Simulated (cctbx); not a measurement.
# Interatomic vectors of YAl4Cr4Fe4

Space group I4/mmm (no. 139), a = 8.7200 Å, b = 8.7200 Å, c = 4.8670 Å, α = 90.00°, β = 90.00°, γ = 90.00°, content Y2 Fe8 Cr8 Al8.

Simulated single-crystal data (cctbx): Cu Kα, λ = 1.54184 Å, to d = 0.8 Å, 95 % of the full sphere, strongest reflection 70000 counts, noise from counting, a 1.5 % proportional error and a noise floor of 15 counts (s.d.); no absorption.

Patterson synthesis, origin scaled to 1000:

```text
Patterson group I 4/m m m
      u       v       w   height  length (A)
  0.000   0.000   0.000   1000.0     0.00
  0.000   0.500   0.000    381.7     4.36
  0.000   0.000   0.500    314.2     2.43
  0.000   0.337   0.000    310.2     2.94
  0.250   0.250   0.250    268.0     3.31
  0.069   0.251   0.251    148.5     2.58
  0.000   0.221   0.500    133.9     3.11
  0.155   0.155   0.500     95.7     3.10
  0.000   0.103   0.500     55.4     2.59
  0.175   0.265   0.000     54.3     2.77
  0.000   0.000   0.233    -22.6     1.14
  0.000   0.438   0.232    -28.0     3.98
  0.146   0.146   0.233    -28.4     2.13
  0.103   0.291   0.500    -32.6     3.63
```

Q: Assign the vectors.

A peak at u stands for all pairs with xi − xj = u, with weight Σ ZiZj against Σ Z² = 14410 at the origin. Peak heights follow these weights only roughly, since form factors, motion and series ripples differ, all vectors within 0.55 Å of a peak are counted as merged into it though the farther ones add only part of their weight, and F(000) is left out, which lowers the whole map:

| u | v | w | shortest length (Å) | height | 1000 ΣZiZj/ΣZ² | pairs in the cell |
| --- | --- | --- | --- | --- | --- | --- |
| 0.000 | 0.500 | 0.000 | 4.36 | 382 | 367 | 8 × Cr–Cr, 4 × Al–Al |
| 0.000 | 0.000 | 0.500 | 2.43 | 314 | 320 | 8 × Cr–Cr |
| 0.000 | 0.337 | 0.000 | 2.94 | 310 | 375 | 4 × Y–Fe, 2 × Fe–Fe |
| 0.250 | 0.250 | 0.250 | 3.31 | 268 | 260 | 4 × Y–Cr |
| 0.069 | 0.251 | 0.251 | 2.58 | 148 | 260 | 4 × Fe–Cr, 4 × Cr–Al |
| 0.000 | 0.221 | 0.500 | 3.10 | 134 | 141 | 4 × Y–Al |
| 0.155 | 0.155 | 0.500 | 3.09 | 96 | 188 | 4 × Fe–Fe |
| 0.000 | 0.103 | 0.500 | 2.59 | 55 | 94 | 4 × Fe–Al |
| 0.175 | 0.265 | 0.000 | 2.77 | 54 | 94 | 4 × Fe–Al |

The table stops at ten peaks or at a height of 45, below which ripples compete. In the model behind the data Y, the heaviest element, has 1 independent site: (0, 0, 0), up to an allowed shift of origin. No listed peak is a Y–Y vector, so the position follows from the cell content and the cross vectors. The whole model:

| atom | mult. | x | y | z | Ueq (Å²) |
| --- | --- | --- | --- | --- | --- |
| Y1 | 2 | 0 | 0 | 0 | 0.0233 |
| Fe1 | 8 | 0 | 0.3412 | 0 | 0.0323 |
| Cr1 | 8 | 1/4 | 3/4 | 1/4 | 0.0216 |
| Al1 | 8 | 0.2763 | 1/2 | 0 | 0.0221 |

The model is made up (kin elements in a known structure type, no relaxation), so it says nothing on whether the phase exists.

[Logs are printed without paths, hosts, clocks, repeated set-up lines and the standing remarks that a program may print on its own settings, such as how far it seeks lower states.]
